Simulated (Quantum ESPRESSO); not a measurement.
## Aluminum (Fm-3m): phonons and their coupling to the electrons

How strong is the electron-phonon coupling in Aluminum (Fm-3m)?

Method: DFT PBE, scalar-relativistic, plane waves, PseudoDojo norm-conserving pseudopotentials, in Quantum ESPRESSO 7.5.

Most raw output is cut from this account.

### 1. Starting point

It takes space group Fm-3m (No. 225, cubic). Conventional cell: a = 4.050 Å, b = 4.050 Å, c = 4.050 Å, α = 90.00°, β = 90.00°, γ = 90.00°. Al has 12 Al at 2.86 Å nearest.

### 2. A probe with smearing

A cheap run with smearing and empty bands tells whether the crystal has a gap, which decides between fixed occupations and smearing later on.

Input file probe.in:

```
&control
   calculation = 'scf'
   prefix = 'x'
   outdir = './tmp'
   pseudo_dir = './pseudo'
   tprnfor = .true.
   tstress = .true.
   verbosity = 'high'
/
&system
   ibrav = 0
   nat = 1
   ntyp = 1
   ecutwfc = 40.0
   occupations = 'smearing'
   smearing = 'gaussian'
   degauss = 0.01
/
&electrons
   conv_thr = 1.0d-07
   mixing_beta = 0.7
   electron_maxstep = 100
/
ATOMIC_SPECIES
 Al     26.9815  Al.upf
CELL_PARAMETERS angstrom
     0.000000000    2.024805000    2.024805000
     2.024805000    0.000000000    2.024805000
     2.024805000    2.024805000    0.000000000
ATOMIC_POSITIONS crystal
 Al     0.000000000   0.000000000   0.000000000
K_POINTS automatic
 8 8 8 0 0 0
```

The run is started by

```
> OMP_NUM_THREADS=1 mpirun -n 4 pw.x -nk 4 -in probe.in > probe.out
```

Wall time 2 s (4 MPI ranks of Intel Xeon at 2.70GHz, shared host).

Numbers from this step:

```
volume per atom   : 16.60 Å³
pressure          : -0.6670 GPa
gap on the k-mesh : 0 eV
```

No gap opens on this mesh, so smearing is kept; the start stands at -0.67 GPa.

### 3. Relaxation

The relaxation runs at a cutoff a fifth above that of the response, since stress converges more slowly with the basis than frequencies do. Forces and stress are brought to rest with tight thresholds.

Input file relax.in:

```
&control
   calculation = 'vc-relax'
   prefix = 'x'
   outdir = './tmp'
   pseudo_dir = './pseudo'
   tprnfor = .true.
   tstress = .true.
   forc_conv_thr = 2.0d-05
   etot_conv_thr = 1.0d-07
   nstep = 40
/
&system
   ibrav = 0
   nat = 1
   ntyp = 1
   ecutwfc = 48
   occupations = 'smearing'
   smearing = 'mv'
   degauss = 0.02
/
&electrons
   conv_thr = 1.0d-11
   mixing_beta = 0.7
   electron_maxstep = 100
/
&ions
/
&cell
   press_conv_thr = 0.2
/
ATOMIC_SPECIES
 Al     26.9815  Al.upf
CELL_PARAMETERS angstrom
     0.000000000    2.024805000    2.024805000
     2.024805000    0.000000000    2.024805000
     2.024805000    2.024805000    0.000000000
ATOMIC_POSITIONS crystal
 Al     0.000000000   0.000000000   0.000000000
K_POINTS automatic
 16 16 16 0 0 0
```

The run is started by

```
> OMP_NUM_THREADS=1 mpirun -n 4 pw.x -nk 4 -in relax.in > relax.out
```

It took 14 s on 4 MPI ranks.

Step by step:

| step | energy less that of the first step (eV) | largest force (eV/Å) | pressure (GPa) | volume (Å³) |
| --- | --- | --- | --- | --- |
| 1 | 0.0000 | 0.0000 | -0.77 | 16.60 |
| 2 | -0.0003 | 0.0000 | -0.47 | 16.54 |
| 3 | -0.0004 | 0.0000 | -0.02 | 16.44 |
| 4 | -0.0004 | 0.0000 | 0.00 | 16.44 |
| 5 | -0.0004 | 0.0000 | 0.00 | 16.44 |

| conventional cell, symmetrised | before | after | change |
| --- | --- | --- | --- |
| a (Å) | 4.050 | 4.036 | -0.3 % |
| b (Å) | 4.050 | 4.036 | -0.3 % |
| c (Å) | 4.050 | 4.036 | -0.3 % |
| volume (Å³/atom) | 16.60 | 16.44 | -1.0 % |

The relaxed structure:

```xyz
1
Lattice="0.0000 2.0180 2.0180 2.0180 0.0000 2.0180 2.0180 2.0180 0.0000" Properties=species:S:1:pos:R:3 pbc="T T T"
Al    0.0000    0.0000    0.0000
```

The last row of the table of steps is pw.x's closing run on a basis chosen anew for the final cell, so its energy can jump.

Numbers from this step:

```
volume per atom : 16.44 Å³
pressure        : 0 GPa
```

The volume changes by -1.0 % from the cell with which this run began.

### 4. Ground state

Perturbation theory inherits every error of the wavefunctions, so the threshold is set near the limit of the arithmetic. Smearing stays on, as the first look found no gap above 0.3 eV.

Input file scf.in:

```
&control
   calculation = 'scf'
   prefix = 'x'
   outdir = './tmp'
   pseudo_dir = './pseudo'
   tprnfor = .true.
   tstress = .true.
/
&system
   ibrav = 0
   nat = 1
   ntyp = 1
   ecutwfc = 40.0
   occupations = 'smearing'
   smearing = 'mv'
   degauss = 0.02
/
&electrons
   conv_thr = 1.0d-12
   mixing_beta = 0.7
   electron_maxstep = 100
/
ATOMIC_SPECIES
 Al     26.9815  Al.upf
CELL_PARAMETERS angstrom
     0.000000000    2.018023076    2.018023076
     2.018023076    0.000000000    2.018023076
     2.018023076    2.018023076    0.000000000
ATOMIC_POSITIONS crystal
 Al     0.000000000   0.000000000   0.000000000
K_POINTS automatic
 16 16 16 0 0 0
```

The run is started by

```
> OMP_NUM_THREADS=1 mpirun -n 4 pw.x -nk 4 -in scf.in > scf.out
```

It took 4.2 s on 4 MPI ranks; 15 s of CPU time.

Read from the output:

```yaml
pressure: 0.006000 GPa
```

The cell stands at 0.0060 GPa, close enough for phonons.

### 5. Levels on a dense mesh

The coupling is a sum over pairs of states at the Fermi level and needs a much denser mesh than the density does.

scf_fit.in, as its differences from scf.in of step 4:

```diff
@@ -16,5 +16,6 @@
    degauss = 0.02
+   la2F = .true.
 /
 &electrons
-   conv_thr = 1.0d-12
+   conv_thr = 1.0d-10
    mixing_beta = 0.7
@@ -31,2 +32,2 @@
 K_POINTS automatic
- 16 16 16 0 0 0
+ 48 48 48 0 0 0
```

The run is started by

```
> OMP_NUM_THREADS=1 mpirun -n 4 pw.x -nk 4 -in scf_fit.in > scf_fit.out
```

Wall time 44 s (4 MPI ranks).

Numbers from this step:

```yaml
pressure: -0.01100 GPa
```

### 6. Ground state

The run on the dense mesh left its levels for the electron-phonon sums; ph.x needs the ground state on the coarse mesh, so pw.x runs once more in the same folder.

scf.in is that of step 4.

The run is started by

```
> OMP_NUM_THREADS=1 mpirun -n 4 pw.x -nk 4 -in scf.in > scf.out
```

It took 3.9 s on 4 MPI ranks; 14 s of CPU time.

Read from the output:

```yaml
pressure: 0.006000 GPa
```

### 7. Phonons on a q mesh

Linear response treats each wavevector in the unit cell, with no supercell; the 4×4×4 mesh fixes the range of the force constants to be had. The change of the potential is kept for the electron-phonon matrix elements.

Input file ph.in:

```
phonons
&inputph
   prefix = 'x'
   outdir = './tmp'
   fildyn = 'x.dyn'
   tr2_ph = 1.0d-18
   alpha_mix(1) = 0.4
   nmix_ph = 8
   ldisp = .true.
   nq1 = 4
   nq2 = 4
   nq3 = 4
   electron_phonon = 'interpolated'
   fildvscf = 'dvscf'
   el_ph_sigma = 0.005
   el_ph_nsigma = 10
/
```

The run is started by

```
> OMP_NUM_THREADS=1 mpirun -n 4 ph.x -nk 4 -in ph.in > ph.out
```

Run time: 39 min. Hardware: 4 MPI ranks; 2.6 h of CPU time.

Read from the output:

| Property | Result |
| --- | --- |
| largest acoustic frequency at the zone centre before the sum rule | 0.22 cm⁻¹ |
| lowest mode on the q mesh (acoustic ones at the zone centre apart) | 111.7 cm⁻¹ |

Frequencies (cm⁻¹) at each irreducible wavevector; negative means imaginary. Frequencies by wavevector:

| q (fractions) | star | mode 1 | mode 2 | mode 3 |
| --- | --- | --- | --- | --- |
| 0 0 0 | 1 | 0.22 | 0.22 | 0.22 |
| 0 0 0.25 | 8 | 111.7 | 111.7 | 230.8 |
| 0 0 -0.5 | 4 | 140.1 | 140.1 | 321 |
| 0 0.25 0.25 | 6 | 139.5 | 139.5 | 241.9 |
| 0 0.25 -0.5 | 24 | 173.1 | 221.4 | 295.2 |
| 0 0.25 -0.25 | 12 | 155.4 | 216.7 | 276.6 |
| 0 -0.5 -0.5 | 3 | 197.1 | 197.1 | 319.3 |
| 0.25 -0.5 -0.25 | 6 | 218 | 270.5 | 270.5 |

Couplings of single modes at a Gaussian broadening of 0.02 Ry, as ph.x prints them; it sets λ to zero for modes under 20 cm⁻¹. Mode couplings:

| q (fractions) | mode | frequency (cm⁻¹) | λ | linewidth γ (GHz) |
| --- | --- | --- | --- | --- |
| 0 0 0.25 | 1 | 111.7 | 0.0548 | 1.61 |
| 0 0 0.25 | 2 | 111.7 | 0.0567 | 1.67 |
| 0 0 0.25 | 3 | 230.8 | 0.173 | 21.76 |
| 0 0 -0.5 | 1 | 140.1 | 0.1093 | 5.07 |
| 0 0 -0.5 | 2 | 140.1 | 0.1089 | 5.05 |
| 0 0 -0.5 | 3 | 321 | 0.1734 | 42.22 |
| 0 0.25 0.25 | 1 | 139.5 | 0.1248 | 5.74 |
| 0 0.25 0.25 | 2 | 139.5 | 0.1248 | 5.74 |
| 0 0.25 0.25 | 3 | 241.9 | 0.236 | 32.63 |
| 0 0.25 -0.5 | 1 | 173.1 | 0.1101 | 7.79 |
| 0 0.25 -0.5 | 2 | 221.4 | 0.0963 | 11.15 |
| 0 0.25 -0.5 | 3 | 295.2 | 0.2014 | 41.45 |
| 0 0.25 -0.25 | 1 | 155.4 | 0.03 | 1.71 |
| 0 0.25 -0.25 | 2 | 216.7 | 0.1252 | 13.89 |
| 0 0.25 -0.25 | 3 | 276.6 | 0.2063 | 37.29 |
| 0 -0.5 -0.5 | 1 | 197.1 | 0.1521 | 13.96 |
| 0 -0.5 -0.5 | 2 | 197.1 | 0.1476 | 13.54 |
| 0 -0.5 -0.5 | 3 | 319.3 | 0.1364 | 32.84 |
| 0.25 -0.5 -0.25 | 1 | 218 | 0.0799 | 8.96 |
| 0.25 -0.5 -0.25 | 2 | 270.5 | 0.1708 | 29.52 |
| 0.25 -0.5 -0.25 | 3 | 270.5 | 0.1708 | 29.53 |

The acoustic modes at Γ come out as far as 0.2 cm⁻¹ from zero, where they should vanish, a small numerical error.

### 8. Fourier transform to real space

The dynamical matrices of the mesh are Fourier-transformed to force constants in real space.

Input file q2r.in:

```
&input
   fildyn = 'x.dyn'
   zasr = 'crystal'
   flfrc = 'x.fc'
   la2F = .true.
/
```

The run is started by

```
> q2r.x < q2r.in > q2r.out
```

Run time: 0.82 s. Hardware: 1 thread.

### 9. Interpolated phonon bands

From the force constants any wavevector is cheap; points of the mesh come back as solved, but for the sum rule and, in polar crystals, the LO-TO term at Γ; the rest is interpolation.

Input file matdyn.in:

```
&input
   asr = 'crystal'
   flfrc = 'x.fc'
   flfrq = 'x.freq'
   flvec = 'x.modes'
   q_in_band_form = .true.
   q_in_cryst_coord = .true.
/
8
  0.0000000   0.0000000   0.0000000  12  ! GAMMA
  0.5000000   0.0000000   0.5000000  12  ! X
  0.6250000   0.2500000   0.6250000   1  ! U
  0.3750000   0.3750000   0.7500000  12  ! K
  0.0000000   0.0000000   0.0000000  12  ! GAMMA
  0.5000000   0.5000000   0.5000000  12  ! L
  0.5000000   0.2500000   0.7500000  12  ! W
  0.5000000   0.0000000   0.5000000   1  ! X
```

The run is started by

```
> matdyn.x -in matdyn.in > matdyn.out
```

It took 0.72 s on 1 thread.

Read from the output:

* lowest frequency on the path: 0 cm⁻¹
* mean frequency: 210.3 cm⁻¹
* Debye temperature (second moment): 407 K
* logarithmic mean frequency: 200 cm⁻¹

Matdyn.x, sum rule crystal. The phonon branches at the labelled points (cm⁻¹):

| point | branch 1 | branch 2 | branch 3 |
| --- | --- | --- | --- |
| Γ | 0 | 0 | 0 |
| halfway | 140 | 140 | 242 |
| X | 197 | 197 | 319 |
| halfway | 195 | 219 | 311 |
| U | 187 | 259 | 290 |
| jump to K | 187 | 259 | 290 |
| halfway | 132 | 168 | 246 |
| Γ | 0 | 0 | 0 |
| halfway | 112 | 112 | 231 |
| L | 140 | 140 | 321 |
| halfway | 172 | 217 | 303 |
| W | 218 | 270 | 270 |
| halfway | 208 | 225 | 305 |
| X | 197 | 197 | 319 |

Lowest modes at the softest wavevector of the mesh; phase exp(i q.(R + tau)). Modes at q = (0.000, 0.250, 0.000):

| mode | frequency (cm⁻¹) |
| --- | --- |
| 1 | 111.7 |
| 2 | 111.7 |
| 3 | 230.7 |

Displacements in mode 2 (111.7 cm⁻¹), the largest set to 1, in the home cell:
```
Al1 0.00 1.00 1.00
```

Displacements in mode 3 (230.7 cm⁻¹), the largest set to 1, in the home cell:
```
Al1  1.00 -1.00  1.00
```

Force constants by pair (phonopy on the run's constants); pairs near half the supercell's span include their periodic images. Pair force constants, by row:

| atom | neighbour | distance (Å) | third of the trace (eV/Å²) | along the pair's line (eV/Å²) |
| --- | --- | --- | --- | --- |
| Al1 | itself | 0 | 4.774 | – |
| Al1 | Al | 2.854 | -0.3742 | -1.3 |
| Al1 | Al | 4.036 | -0.0197 | -0.1032 |
| Al1 | Al | 4.943 | 0.0069 | 0.0278 |
| Al1 | Al | 5.708 | -0.0336 | -0.0976 |
| Al1 | Al | 6.382 | -0.0108 | -0.029 |
| Al1 | Al | 6.991 | -0.0037 | -0.0037 |

Harmonic mean-square displacement, third of the trace. Mean-square displacements:

| T (K) | Al1 U_eq (Å²) |
| --- | --- |
| 0 | 0.00332 |
| 100 | 0.00423 |
| 300 | 0.00926 |
| 600 | 0.01778 |

Mode patterns, pair constants, displacements and means over the zone were worked out by phonopy from the force constants of q2r.x.

All branches are real along the path.

### 10. Sums over the zone

Sums over the zone need many more wavevectors than were solved, so the interpolation is sampled on a dense mesh.

Input file matdyn.in:

```
&input
   asr = 'crystal'
   flfrc = 'x.fc'
   dos = .true.
   fldos = 'x.dos'
   nk1 = 19
   nk2 = 19
   nk3 = 19
   deltaE = 1.0
   la2F = .true.
/
```

The run is started by

```
> matdyn.x -in matdyn.in > matdyn.out
```

Elapsed: 23 s, on 1 thread.

Read from the output:

- share of modes beyond 3i cm⁻¹ on the dense interpolated mesh: 0
- electron-phonon coupling constant: 0.3872
- logarithmic mean frequency weighted by the coupling: 321.5 K
- zero-point energy per atom: 39.11 meV
- heat capacity at 300 K: 22.80 J/(mol atoms K)
- vibrational entropy at 300 K: 27.07 J/(mol atoms K)

Tetrahedra. Phonon density of states against wavenumber; read off at these points:

wavenumber (cm⁻¹), phonon density of states (1/cm⁻¹/cell) and a bar:
```
      0.0     0.0000 
     10.0     0.0000 
     20.0     0.0000 
     30.0     0.0002 
     40.0     0.0003 
     50.0     0.0005 #
     60.0     0.0008 #
     70.0     0.0012 #
     80.0     0.0016 ##
     90.0     0.0022 ##
    100.0     0.0031 ###
    110.0     0.0041 ####
    120.0     0.0057 ######
    130.0     0.0082 ########
    140.0     0.0135 ##############
    150.0     0.0176 ##################
    160.0     0.0186 ###################
    170.0     0.0193 ####################
    180.0     0.0199 ####################
    190.0     0.0209 #####################
    196.0     0.0220 ######################
    200.0     0.0176 ##################
    210.0     0.0132 ##############
    220.0     0.0101 ##########
    230.0     0.0102 ##########
    240.0     0.0102 ##########
    250.0     0.0100 ##########
    260.0     0.0098 ##########
    270.0     0.0058 ######
    280.0     0.0136 ##############
    290.0     0.0274 ############################
    294.0     0.0293 ##############################
    300.0     0.0181 ###################
    310.0     0.0100 ##########
    320.0     0.0008 #
```

Harmonic thermodynamic functions per atom, summed over the density of states scaled to three modes an atom; melting is ignored. Thermodynamic functions:

| T (K) | F_vib (meV/atom) | S (J/mol-atom/K) | C_V (J/mol-atom/K) |
| --- | --- | --- | --- |
| 0 | 39.11 | 0 | 0 |
| 50 | 38.98 | 1.119 | 3.547 |
| 100 | 37.12 | 6.486 | 12.58 |
| 200 | 24.08 | 18.24 | 20.5 |
| 300 | 0.37 | 27.07 | 22.8 |
| 400 | -31.3 | 33.77 | 23.7 |
| 500 | -69.16 | 39.11 | 24.14 |
| 600 | -112 | 43.53 | 24.38 |
| 700 | -159.2 | 47.3 | 24.53 |
| 800 | -209.9 | 50.58 | 24.62 |
| 900 | -263.9 | 53.49 | 24.69 |
| 1000 | -320.7 | 56.09 | 24.74 |

λ by broadening:

| broadening (Ry) | lambda | N(E_F) (states/spin/Ry/cell) | ω_log (K) |
| --- | --- | --- | --- |
| 0.005 | 0.4247 | 2.747 | 336.2 |
| 0.01 | 0.3863 | 2.812 | 320.1 |
| 0.015 | 0.3869 | 2.78 | 321.4 |
| 0.02 | 0.3872 | 2.752 | 321.5 |
| 0.025 | 0.3891 | 2.739 | 320.4 |
| 0.03 | 0.3922 | 2.733 | 318.9 |
| 0.035 | 0.3954 | 2.73 | 317.4 |
| 0.04 | 0.3983 | 2.729 | 316.1 |
| 0.045 | 0.4009 | 2.729 | 315 |
| 0.05 | 0.403 | 2.729 | 314 |

Gaussian broadening 0.02 Ry. Table of alpha^2 F by phonon energy; read off at these points:

| phonon energy (meV) | alpha^2 F |
| --- | --- |
| 2.0 | 0 |
| 4.0 | 1.0e-4 |
| 6.0 | 4.0e-4 |
| 8.0 | 0.00140 |
| 10.0 | 0.00353 |
| 12.0 | 0.00812 |
| 14.0 | 0.0170 |
| 16.0 | 0.0370 |
| 18.0 | 0.105 |
| 20.0 | 0.128 |
| 22.0 | 0.167 |
| 24.0 | 0.233 |
| 26.0 | 0.173 |
| 28.0 | 0.174 |
| 30.0 | 0.203 |
| 32.0 | 0.229 |
| 32.3 | 0.232 |
| 34.0 | 0.202 |
| 36.0 | 0.763 |
| 36.4 | 0.811 |
| 38.0 | 0.323 |

At 300 K the heat capacity has reached 91 % of the Dulong-Petit value.

### 11. A frozen mode

The atoms are moved along one mode, by 0.015 Å at most in any Cartesian component, and the restoring forces give its frequency without the response code: a check of the response kernel of this functional.

Input file frozen.in:

```
&control
   calculation = 'scf'
   prefix = 'x'
   outdir = './tmp'
   pseudo_dir = './pseudo'
   tprnfor = .true.
/
&system
   ibrav = 0
   nat = 2
   ntyp = 1
   ecutwfc = 40.0
   occupations = 'smearing'
   smearing = 'mv'
   degauss = 0.02
/
&electrons
   conv_thr = 1.0d-11
   mixing_beta = 0.7
   electron_maxstep = 100
/
ATOMIC_SPECIES
 Al     26.9815  Al.upf
CELL_PARAMETERS angstrom
     0.000000000    4.036046152    4.036046152
     2.018023076    0.000000000    2.018023076
     2.018023076    2.018023076    0.000000000
ATOMIC_POSITIONS crystal
 Al    -0.003218591   0.002145727   0.002145727
 Al     0.503218591  -0.002145727  -0.002145727
K_POINTS automatic
 8 16 16 0 0 0
```

The run is started by

```
> OMP_NUM_THREADS=1 mpirun -n 4 pw.x -nk 4 -in frozen.in > frozen.out
```

It took 13 s on 4 MPI ranks.

This step gave:

```
frequency from the forces      : 321.4 cm⁻¹
frequency from linear response : 321.0 cm⁻¹
```

The forces give 321.4 cm⁻¹ against 321.0 cm⁻¹ from linear response.

### 12. What came out

| Property | Result |
| --- | --- |
| space group after relaxation | Fm-3m |
| volume per atom | 16.4 Å³ |
| q mesh | 4×4×4 |
| lowest mode on the q mesh (acoustic ones at the zone centre apart) | 111.7 cm⁻¹ |
| zero-point energy per atom | 39.1 meV |
| heat capacity at 300 K | 22.8 J/(mol atoms K) |
| vibrational entropy at 300 K | 27.1 J/(mol atoms K) |
| coupling constant for broadenings of 0.01 to 0.04 Ry | 0.39 to 0.40 |
| logarithmic mean frequency over the same range | 316 to 322 K |
| imaginary modes on the q mesh | none |

In words: λ is about 0.39 and holds within 15 % over the middle broadenings, a weak coupling. Aluminum (Fm-3m) is dynamically stable on the 4×4×4 mesh; its spectrum reaches 321 cm⁻¹. These are harmonic frequencies at zero temperature: anharmonic shifts and linewidths and thermal expansion are left out. In a metal the frequencies hang on the k mesh and the smearing, most of all near Kohn anomalies.

[Host names and launcher messages were left out of these logs when they were recorded.]

[Logs are printed without paths, hosts, clocks, repeated set-up lines and the standing remarks that a program may print on its own settings, such as how far it seeks lower states.]

[Hosts, paths, dates, database ids (printed as entryN), source tags and the programs' standing remarks are cut or masked in the printed files.]
